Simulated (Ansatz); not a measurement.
**BiAs (model cell, started as CsCl type): following an unstable mode**

Wanted: the energy along a soft mode of BiAs (model cell, started as CsCl type) and the structure at the end.

Main program and level: Ansatz 0.2.0; DFT PBEsol, scalar-relativistic, plane waves, PAW.

The structure was built from a prototype and need not be the compound's stable phase.

## (1) The structure

Symmetry: Pm-3m, No. 221, cubic system. Conventional cell: a = 3.629 Å, b = 3.629 Å, c = 3.629 Å, α = 90.00°, β = 90.00°, γ = 90.00°. Nearest to Bi lie 8 As at 3.14 Å. Nearest to As lie 8 Bi at 3.14 Å. Farther neighbours are not listed.

## (2) Response at finite wavevector

The cell comes from relaxations at this level that are not shown. Stability and thermal properties need the whole zone. Linear response on a 4×4×4 q mesh gives force constants as far as a supercell of that size would.

input.yaml reads:

```yaml
crystal:
  lattice:
    - [3.6289249598, 0.0, 0.0]
    - [0.0, 3.6289249598, 0.0]
    - [0.0, 0.0, 3.6289249598]
  atoms:
    - { symbol: Bi, position: [0.0, 0.0, 0.0] }
    - { symbol: As, position: [0.5, 0.5, 0.5] }
kpoints:
  mp_grid: { grid: [12, 12, 12] }
hamiltonian:
  xc: pbesol
scf:
  occupations: { method: methfessel_paxton, width: 0.15 }
output:
  eigenvalues: true
phonons:
  method: dfpt
  qmesh: [4, 4, 4]
  temperatures: { t_max: 1000, t_step: 50 }
  qpath:
    path:
      - [[0.0, 0.0, 0.0], [0.0, 0.5, 0.0], [0.5, 0.5, 0.0], [0.0, 0.0, 0.0], [0.5, 0.5, 0.5], [0.0, 0.5, 0.0]]
      - [[0.5, 0.5, 0.5], [0.5, 0.5, 0.0]]
    npoints: 10
```

Run with:

```bash
ansatz run input.yaml --threads 4 --pin off --max-ram 7168MiB --backend cpu --events-out ev --progress --plain --runs-dir out
```

Numbers of over 12 decimals in the logs are rounded to 6 here.

Log:

```text
Engine: ansatz 0.2.0, aarch64-unknown-linux-gnu
Pseudopotentials: kind: paw
Pseudopotential: Bi, paw, valence charge 15, recommended cutoff 420 eV (normal), Bi.paw.azcp
Pseudopotential: As, paw, valence charge 15, recommended cutoff 420 eV (normal), As.paw.azcp
Functional definition: PBEsol
  exchange = pbesol_x
  correlation = pbesol_c
Crystal: 2 atoms, lattice volume = 47.790 Å³
Basis set: ecut = 420 eV, 925 PW (Γ), exchange–correlation on 50×50×50 points (8 copies of the dense FFT grid, shifted against one another)
Bands: 19, of which v1, the nominal top of the filled ones, is band 15 counted from 1 (14 counted from 0)
Symmetry: 48 space group operations
k-points: 84 of 1728
Non-local potential: Bi, projectors of the file, l = 0: 2, l = 1: 2, l = 2: 2, l = 3: 2
Non-local potential: As, projectors of the file, l = 0: 2, l = 1: 2, l = 2: 3, l = 3: 1
PAW form: soft (Blöchl's): semilocal exchange-correlation on the pseudo side does not see the compensation charge
PAW frozen core: Bi, regenerated for the run's functional, and the local potential with it (the file was generated under x = pbe(κ = 0.804, μ = 0.219515), c = pbe(β = 0.066725))
PAW frozen core: As, regenerated for the run's functional, and the local potential with it (the file was generated under x = pbe(κ = 0.804, μ = 0.219515), c = pbe(β = 0.066725))
PAW one-centre angular grid: Bi, 590 points (default); XC on 64 Gauss nodes
PAW one-centre angular grid: As, 590 points (default); XC on 64 Gauss nodes
Initial density: superposition of atomic densities (neutral atoms: chi_scale 0, normalization atom), corrected by the library's trained network
Initial wavefunctions: pseudopotential atomic-orbital guess
Functional: x = pbesol(κ = 0.804, μ = 0.123457), c = pbesol(β = 0.046)
SCF iter   1: F=—  HF=-17054.619062 eV  |F-HF|=—  |Δ(HF+E_count)|=         —  Δρ=3.45e-3  dr2=1.21e-2  ethr=1.77e-3  ⟨swp⟩=5.4  Hψ=6963  notcnv=0
preconditioner: auto → Kerker (q_TF=auto, 2.525 Å⁻¹)  [metal: Δε(μ)=0.044 eV  Ē_g=18.259 eV  σ=0.150 eV  W_gap=0.24  n_scr=18 (ndim 8)  ℏωp=24.0 eV  f_vac=0.000  D(μ)=1.64/eV (n_scr^D=18)]
SCF iter   2: F=—  HF=-17054.615610 eV  |F-HF|=—  |Δ(HF+E_count)|=   3.45e-3  S|Δr|=    0.00e0  Δρ=1.78e-3  dr2=2.72e-3  ethr=4.03e-5  ⟨swp⟩=1.6  Hψ=2808  notcnv=0
SCF iter   3: F=—  HF=-17054.615002 eV  |F-HF|=—  |Δ(HF+E_count)|=   6.08e-4  S|Δr|=    0.00e0  Δρ=5.16e-4  dr2=2.25e-4  ethr=9.06e-6  ⟨swp⟩=2.0  Hψ=2861  notcnv=0
SCF iter   4: F=—  HF=-17054.614950 eV  |F-HF|=—  |Δ(HF+E_count)|=   5.24e-5  S|Δr|=    0.00e0  Δρ=2.10e-4  dr2=1.18e-5  ethr=7.51e-7  ⟨swp⟩=2.9  Hψ=2813  notcnv=0
SCF iter   5: F=—  HF=-17054.614953 eV  |F-HF|=—  |Δ(HF+E_count)|=   2.80e-6  S|Δr|=    0.00e0  Δρ=4.45e-5  dr2=6.87e-7  ethr=3.93e-8  ⟨swp⟩=2.1  Hψ=2414  notcnv=0
SCF iter   6: F=—  HF=-17054.614961 eV  |F-HF|=—  |Δ(HF+E_count)|=   7.87e-6  S|Δr|=    0.00e0  Δρ=1.97e-5  dr2=1.34e-7  ethr=2.29e-9  ⟨swp⟩=2.0  Hψ=2863  notcnv=0
SCF iter   7: F=—  HF=-17054.614961 eV  |F-HF|=—  |Δ(HF+E_count)|=   6.24e-9  S|Δr|=    0.00e0  Δρ=5.06e-6  dr2=9.03e-9  ethr=4.46e-10  ⟨swp⟩=2.0  Hψ=2388  notcnv=0
SCF iter   8: F=—  HF=-17054.614961 eV  |F-HF|=—  |Δ(HF+E_count)|=   3.47e-9  S|Δr|=    0.00e0  Δρ=6.28e-7  dr2=1.35e-10  ethr=3.01e-11  ⟨swp⟩=2.0  Hψ=2445  notcnv=0
SCF iter   9: F=-17054.614961 eV  HF=-17054.614961 eV  |F-HF|=7.28e-12  |Δ(HF+E_count)|=  1.06e-10  S|Δr|=    0.00e0  Δρ=8.17e-8  dr2=3.60e-12  ethr=1.00e-12  ⟨swp⟩=6.6  Hψ=7715  notcnv=0
SCF 1 converged in 9 iterations: F = -17054.614961 eV  dr2 = 3.60e-12
  greatest PAW one-centre occupation: 0.999 electrons in one spin orbital (limit 2), on the As atom at site 1 (counted from 0), in its partial waves of l = 2
Initial density: read from a saved state, or passed on in memory by an earlier SCF of this step, an earlier step, the calling program or the single point that the run made first
iter 1 solved again at ethr=5.83e-8 eV; its pass at ethr=3.10e-3 eV (dr2=1.75e-5 eV) is discarded
SCF iter   1: F=—  HF=-17054.614958 eV  |F-HF|=—  |Δ(HF+E_count)|=         —  Δρ=7.20e-7  dr2=1.24e-10  ethr=5.83e-8  ⟨swp⟩=3.8  Hψ=11613  notcnv=0
eigensolver tolerance schedule: the retry pair's looser diagonalisation over-reported the residual by 141066.48 of it (diagonalisation noise at an unbounded share of the residual, at the tolerance the schedule requests for it); recorded, not acted on — ethr = c·dr2/N_el stays at c = 1.0e-1
preconditioner: auto → Kerker (q_TF=auto, 2.525 Å⁻¹)  [metal: Δε(μ)=0.019 eV  Ē_g=18.235 eV  σ=0.150 eV  W_gap=0.10  n_scr=18 (ndim 8)  ℏωp=24.0 eV  f_vac=0.000  D(μ)=1.54/eV (n_scr^D=6)]
SCF iter   2: F=—  HF=-17054.614961 eV  |F-HF|=—  |Δ(HF+E_count)|=   2.54e-6  S|Δr|=    0.00e0  Δρ=3.82e-7  dr2=3.32e-11  ethr=1.00e-12  ⟨swp⟩=4.0  Hψ=4517  notcnv=0
SCF iter   3: F=—  HF=-17054.614961 eV  |F-HF|=—  |Δ(HF+E_count)|=  6.55e-11  S|Δr|=    0.00e0  Δρ=2.51e-7  dr2=1.46e-11  ethr=1.00e-12  ⟨swp⟩=4.6  Hψ=5299  notcnv=0
SCF iter   4: F=-17054.614961 eV  HF=-17054.614961 eV  |F-HF|=1.09e-11  |Δ(HF+E_count)|=  2.91e-11  S|Δr|=    0.00e0  Δρ=1.61e-7  dr2=5.97e-12  ethr=1.00e-12  ⟨swp⟩=2.0  Hψ=3194  notcnv=0
SCF 2 converged in 4 iterations: F = -17054.614961 eV  dr2 = 5.97e-12
phonons: the bands overlap, so this run is a metal and interpolates without the dipole-dipole term. If the crystal is really an insulator or semiconductor, its LO-TO splitting is missing
NSCF: frozen V_eff on 84 k-points
NSCF: frozen V_eff on 196 k-points
DFPT response loops at q = (0, 0, 0) (fractional): preconditioner auto → Kerker (q_TF=auto, 2.525 Å⁻¹) (partly filled bands, converged f_vac=0.000); β = 1.00, the filter's whole step (`scf.mixing.beta` (0.50) is not read by the response loops under this deck's `scf.mixing.preconditioner`; to damp them name `kerker` or `kerker_dos`, under which they read `scf.mixing.beta`, and type it under 1.00, their step now; both keys bind the ground state too); Broyden in place of MSR1
NSCF: frozen V_eff on 1176 k-points
DFPT response loops at q = (0, 0, 0.25) (fractional): mixed as the last ones told, above
NSCF: frozen V_eff on 686 k-points
DFPT response loops at q = (0, 0, -0.5) (fractional): mixed as the last ones told, above
NSCF: frozen V_eff on 2016 k-points
DFPT response loops at q = (0, 0.25, 0.25) (fractional): mixed as the last ones told, above
NSCF: frozen V_eff on 1176 k-points
DFPT response loops at q = (0, 0.25, -0.5) (fractional): mixed as the last ones told, above
NSCF: frozen V_eff on 686 k-points
DFPT response loops at q = (0, -0.5, -0.5) (fractional): mixed as the last ones told, above
NSCF: frozen V_eff on 1872 k-points
DFPT response loops at q = (0.25, 0.25, 0.25) (fractional): mixed as the last ones told, above
NSCF: frozen V_eff on 2016 k-points
DFPT response loops at q = (0.25, 0.25, -0.5) (fractional): mixed as the last ones told, above
NSCF: frozen V_eff on 1176 k-points
DFPT response loops at q = (0.25, -0.5, -0.5) (fractional): mixed as the last ones told, above
NSCF: frozen V_eff on 392 k-points
DFPT response loops at q = (-0.5, -0.5, -0.5) (fractional): mixed as the last ones told, above
SCF converged after 9 iterations
Stability not checked: this state was not tested for a lower state beside it, because cold or Methfessel-Paxton smearing, or corrected tetrahedra, fill the levels in a way that the test cannot read (fill_not_monotonic; see scf.lower_state_search)
Free energy (F): -17054.614961 eV
Harris-Foulkes:  -17054.614961 eV  (|F-HF|=7.28e-12)
Internal energy: -17054.612669 eV  (E = F + TS)
E sigma→0 (E₀):  -17054.614388 eV
Entropy (-TS):   -0.002292 eV (-1.146 meV/atom)
Fermi energy:    12.534364 eV
--- Per-component energies (eV) ---
  E_band       = -269.482801
  E_kinetic    = 405.255505
  E_local      = -2859.452516  (includes V_loc(G=0)·N_el)
  E_nonlocal   = -105.885263
  E_hartree    = 1284.831090
  E_xc         = -229.798248
  E_vxc        = -224.356471  (∫ρ·V_xc dr)
  E_paw        = -12301.495271  (= ΣΔE_a)
  E_vpaw       = -54.705708  (= ΣTr[D̂ρ^β])
  E_aug_tail   = -0.000449  (compensation charges beyond the density's cutoff)
  E_ewald      = -3249.123698
  E_core_change = 1.056181  (= ΣΔE_core)
  E_smearing   = -0.002292  (= −TS)
  E_closure    = 0.000000  (closes the sum)
  Σ components = -17054.614961   (vs F -17054.614961, Δ=0.00e0)
--- Band table (eV; the first three rows and the last of 84) ---
  k-point 0: bands = [... 11 lower, 5.1796, 10.5457, 10.5457, 10.5457, 16.3310, 16.3310, 18.4976, 18.4976]
  k-point 1: bands = [... 11 lower, 4.9952, 10.4533, 10.6304, 10.6304, 16.3927, 16.7427, 18.0634, 18.2518]
  k-point 2: bands = [... 11 lower, 4.4656, 10.3412, 10.8818, 10.8818, 16.5769, 16.6229, 17.5816, 17.5816]
  k-point 83: bands = [... 11 lower, 3.1418, 9.8152, 9.8152, 9.8152, 9.8748, 9.8748, 9.8748, 28.0546]
--- Phonons (Γ-DFPT): 2 representative perturbations + reference (Σ response iterations 6) ---
  ASR residual: 9.029e-5 → 0.000e0 eV/Å²; symmetrization residual: 2.205e-5 eV/Å²
  ASR residual per site (eV/Å²): 9.03e-5 2.41e-5
  Γ frequencies (cm⁻¹): -10.99 -10.99 -10.99 0.00 0.00 0.00
--- Phonons (arbitrary-q DFPT): 10 irreducible q on the 4×4×4 mesh ---
  q = [0.0000, 0.0000, 0.0000] (star 1, of the zone-centre solve; hermiticity 1.80e-3, symmetrization 8.35e-9): -10.99 -10.99 -10.99 -0.00 0.00 0.00
  q = [0.0000, 0.0000, 0.2500] (star 6, 4 solved perturbations in 1848 linear systems a pass and spin channel, the states on 588 of 1728 k-point pairs; hermiticity 1.49e-5, symmetrization 8.94e-12): 25.94 25.94 43.89 43.89 54.06 73.90
  q = [0.0000, 0.0000, -0.5000] (star 3, 4 solved perturbations in 1078 linear systems a pass and spin channel, the states on 343 of 1728 k-point pairs; hermiticity 9.94e-14, symmetrization 4.68e-12): 32.50 32.50 56.30 56.30 79.70 110.15
  q = [0.0000, 0.2500, 0.2500] (star 12, 4 solved perturbations in 3108 linear systems a pass and spin channel, the states on 1008 of 1728 k-point pairs; hermiticity 1.45e-5, symmetrization 4.20e-13): -39.62 28.70 31.54 40.31 48.82 97.05
  q = [0.0000, 0.2500, -0.5000] (star 12, 6 solved perturbations on 588 of 1728 k-point pairs; hermiticity 5.64e-6, symmetrization 2.19e-13): -59.50 -24.55 45.39 55.47 76.66 94.10
  q = [0.0000, -0.5000, -0.5000] (star 3, 4 solved perturbations in 1078 linear systems a pass and spin channel, the states on 343 of 1728 k-point pairs; hermiticity 2.25e-5, symmetrization 5.91e-13): -81.60 -47.34 44.55 44.55 78.36 78.36
  q = [0.2500, 0.2500, 0.2500] (star 8, 2 solved perturbations on 936 of 1728 k-point pairs; hermiticity 3.27e-6, symmetrization 9.48e-12): 35.13 48.77 48.77 62.55 74.75 74.75
  q = [0.2500, 0.2500, -0.5000] (star 12, 4 solved perturbations in 3108 linear systems a pass and spin channel, the states on 1008 of 1728 k-point pairs; hermiticity 3.50e-6, symmetrization 1.68e-12): 23.98 30.20 59.92 71.52 88.78 94.19
  q = [0.2500, -0.5000, -0.5000] (star 6, 4 solved perturbations in 1848 linear systems a pass and spin channel, the states on 588 of 1728 k-point pairs; hermiticity 1.26e-5, symmetrization 1.58e-12): 44.68 61.35 61.35 72.95 78.24 78.24
  q = [-0.5000, -0.5000, -0.5000] (star 1, 2 solved perturbations on 196 of 1728 k-point pairs; hermiticity 8.13e-14, symmetrization 1.58e-11): 79.14 79.14 79.14 118.38 118.38 118.38
  sum rule: each row above includes the acoustic sum rule's correction from the zone centre's row sums; it moved no ω² by more than (0.34 cm⁻¹)²
  mesh force constants: q→R imaginary residual 1.66e-18; ASR residual 9.029e-5 → 0.000e0 eV/Å²; symmetrization residual 9.992e-16 eV/Å²
  interpolated dispersion: 62 rows × 6 modes
  density of states and harmonic sums: on the 20×20×20 q-mesh, interpolated from the force constants of a 4×4×4 supercell (no non-analytic term)
  largest difference from the sums on the solved wave vectors: F 2.34e-2 eV, S 2.35e-5 and C_V 1.28e-6 eV/K
  zero-point energy: 0.018829 eV/cell   skipped modes (ω ≤ 0): 208, of them read as no rigid motion or as one in doubt: 205 (7.526e-1 modes/cell left out, lowest -81.60 cm⁻¹)   left out of the sums: 1.26e-1 of the cell's modes: C_V's classical limit lies that fraction below 3 k_B per atom; for a crystal, a wire or a layer, F and S can be off by more, and a phonons.interpolated_qmesh denser along its periods is the remedy for the sampling
```

It took 6.1 min on 4 threads of Arm Neoverse V2, shared host; peak memory 2.4 GiB.

The column dr2 measures how far the density is from self-consistency, as an energy; F and HF (Harris–Foulkes) agree once it is small.

This step gave:

```
volume per atom                                         : 23.89 Å³
gap on the k-mesh                                       : 0 eV
sum-rule residual before enforcement                    : 9.03e-5 eV/Å²
lowest frequency on the path                            : -81.60 cm⁻¹
point group                                             : m-3m
highest frequency on the path or at a solved wavevector : 118.4 cm⁻¹
highest optical mode at the zone centre (no LO-TO term) : -10.99 cm⁻¹
lowest optical zone-centre mode                         : -10.99 cm⁻¹
lowest mode on the q mesh (acoustic modes at Γ apart)   : -81.6 cm⁻¹
```

Frequencies (cm⁻¹) solved at each irreducible wavevector; negative means imaginary. Frequencies by wavevector, by row:

```
q in reciprocal lattice units  star  mode 1  mode 2  mode 3  mode 4  mode 5  mode 6
                        0 0 0     1     -11     -11     -11       0       0       0
                     0 0 0.25     6    25.9    25.9    43.9    43.9    54.1    73.9
                     0 0 -0.5     3    32.5    32.5    56.3    56.3    79.7   110.2
                  0 0.25 0.25    12   -39.6    28.7    31.5    40.3    48.8      97
                  0 0.25 -0.5    12   -59.5   -24.6    45.4    55.5    76.7    94.1
                  0 -0.5 -0.5     3   -81.6   -47.3    44.5    44.5    78.4    78.4
               0.25 0.25 0.25     8    35.1    48.8    48.8    62.5    74.8    74.8
               0.25 0.25 -0.5    12      24    30.2    59.9    71.5    88.8    94.2
               0.25 -0.5 -0.5     6    44.7    61.4    61.4      73    78.2    78.2
               -0.5 -0.5 -0.5     1    79.1    79.1    79.1   118.4   118.4   118.4
```

Interpolated from a 4×4×4 q mesh. Phonon branches along the path, in cm⁻¹:

```
    point  branch 1  branch 2  branch 3  branch 4  branch 5  branch 6
        Γ       -11       -11       -11         0         0         0
  halfway        26        26        44        44        54        74
        X        32        32        56        56        80       110
  halfway       -60       -24        45        56        77        94
        M       -82       -47        44        44        78        78
  halfway       -40        29        32        40        49        97
        Γ       -11       -11       -11         0         0         0
  halfway        35        49        49        62        75        75
        R        79        79        79       118       118       118
  halfway        24        30        60        72        89        94
        X        32        32        56        56        80       110
jump to R        79        79        79       118       118       118
  halfway        45        61        61        73        78        78
        M       -82       -47        44        44        78        78
```

The phonon branches as a text plot (rows in cm⁻¹):

```
    114 |       *                            *****       **
    106 |      * **                         **   **    **  *
     98 |     *    *      ****             *     * ****    *
     89 |    *      *    *    *          ** *     ***       *
     81 |      ***** ****                    **** *  * ****  *  *
     73 |   * *     *   **     *     ****   **  *******    * ***
     64 |    *                      *   *  **    * *   *   ***
     56 |   * *******     *            * **       ****  **  *
     48 |  ***      *********** *       ****          * *    ****
     39 |         **       *****       **          *   *
     31 | ** *****           ****  *****            *  ***
     23 | * *     *            ***  *               ****
     14 |***               ** **** *
      6 |*                       * *
     -2 |*        *               *
    -11 |          *           ****
    -19 |                     *                       *       *
    -27 |                 *                          *
    -36 |           **   *   *                                **
    -44 |          *  ***                                       *
    -52 |
    -61 |                  **                                  *
    -69 |           *     *
    -77 |            *****                                      *
         Γ      X      M          Γ            R        X|R     M
```

Symmetry leaves 10 wavevectors to solve. The lowest mode among them, the acoustic zeros apart, lies at q = (0, -0.5, -0.5) and is imaginary, 81.6i cm⁻¹, so the energy falls along it.

## (3) The mode frozen in, largest atomic shift 0 Å

The mode followed lies at q = (0, 0.25, -0.5) with frequency 59.5i cm⁻¹, one of the unstable modes though not the softest. At small amplitude the distorted cell has space group no. 67 by a symmetry search on the positions. The undistorted cell that holds it gives the zero of energy on the same k mesh.

System of this step: BiAs (model cell, started as CsCl type). The structure is cubic, space group Pm-3m (No. 221). Conventional cell: a = 3.629 Å, b = 3.629 Å, c = 3.629 Å, α = 90.00°, β = 90.00°, γ = 90.00°. Nearest to Bi lie 8 As at 3.14 Å. As has 8 Bi at 3.14 Å nearest. Farther neighbours are not listed.

input.yaml reads:

```yaml
crystal:
  lattice:
    - [-3.6289249598, 0.0, 0.0]
    - [0.0, 0.0, -7.2578499196]
    - [0.0, -7.2578499196, -3.6289249598]
  atoms:
    - { symbol: Bi, position: [1.0, 0.25, 0.5] }
    - { symbol: Bi, position: [1.0, 0.75, 0.5] }
    - { symbol: Bi, position: [1.0, 0.0, 1.0] }
    - { symbol: Bi, position: [1.0, 0.5, 1.0] }
    - { symbol: As, position: [0.5, 0.625, 0.25] }
    - { symbol: As, position: [0.5, 0.125, 0.25] }
    - { symbol: As, position: [0.5, 0.375, 0.75] }
    - { symbol: As, position: [0.5, 0.875, 0.75] }
kpoints:
  mp_grid: { grid: [8, 6, 6] }
hamiltonian:
  xc: pbesol
scf:
  occupations: { method: methfessel_paxton, width: 0.15 }
output:
  forces: true
  stress: true
  eigenvalues: true
```

Log:

```text
[...]
Crystal: 8 atoms, lattice volume = 191.159 Å³
Basis set: ecut = 420 eV, 3697 PW (Γ), exchange–correlation on 50×100×120 points (8 copies of the dense FFT grid, shifted against one another)
Bands: 72, of which v1, the nominal top of the filled ones, is band 60 counted from 1 (59 counted from 0)
Symmetry: 32 space group operations
[...]
k-points: 65 of 288
[...]
k-point 0: bands = [... 56 lower, 12.1635, 12.9110, 12.9143, 13.1532, 13.1532, 14.1631, 14.1632, 14.7987, ... 8 higher]
  k-point 1: bands = [... 56 lower, 12.4841, 12.4866, 13.0279, 13.0378, 13.2883, 14.3851, 14.4602, 14.6963, ... 8 higher]
  k-point 2: bands = [... 56 lower, 11.8430, 11.8450, 12.9415, 13.3947, 13.5977, 14.1578, 14.2395, 14.5703, ... 8 higher]
  k-point 64: bands = [... 56 lower, 10.8307, 11.1870, 11.2339, 11.2866, 11.7735, 11.9870, 12.9674, 13.4618, ... 8 higher]
[key lines of the parts left out:]
SCF converged after 7 iterations
Free energy (F): -68218.454131 eV
Fermi energy:    12.523825 eV
P = ⅓ Tr σ = -0.0563 GPa (-0.563 kbar)
```

Elapsed: 9.6 s, on 4 threads; peak memory 0.99 GiB.

Numbers from this step:

| Property | Result |
| --- | --- |
| pressure | -0.05626 GPa |
| energy from the undistorted cell | 0 meV/atom |

The run ends at a pressure of -0.06 GPa.

(Part 1 of 3 ends here.)

[Logs are printed without paths, hosts, clocks, repeated set-up lines and the standing remarks that a program may print on its own settings, such as how far it seeks lower states.]

[Hosts, paths, dates, database ids (printed as entryN), source tags and the programs' standing remarks are cut or masked in the printed files.]
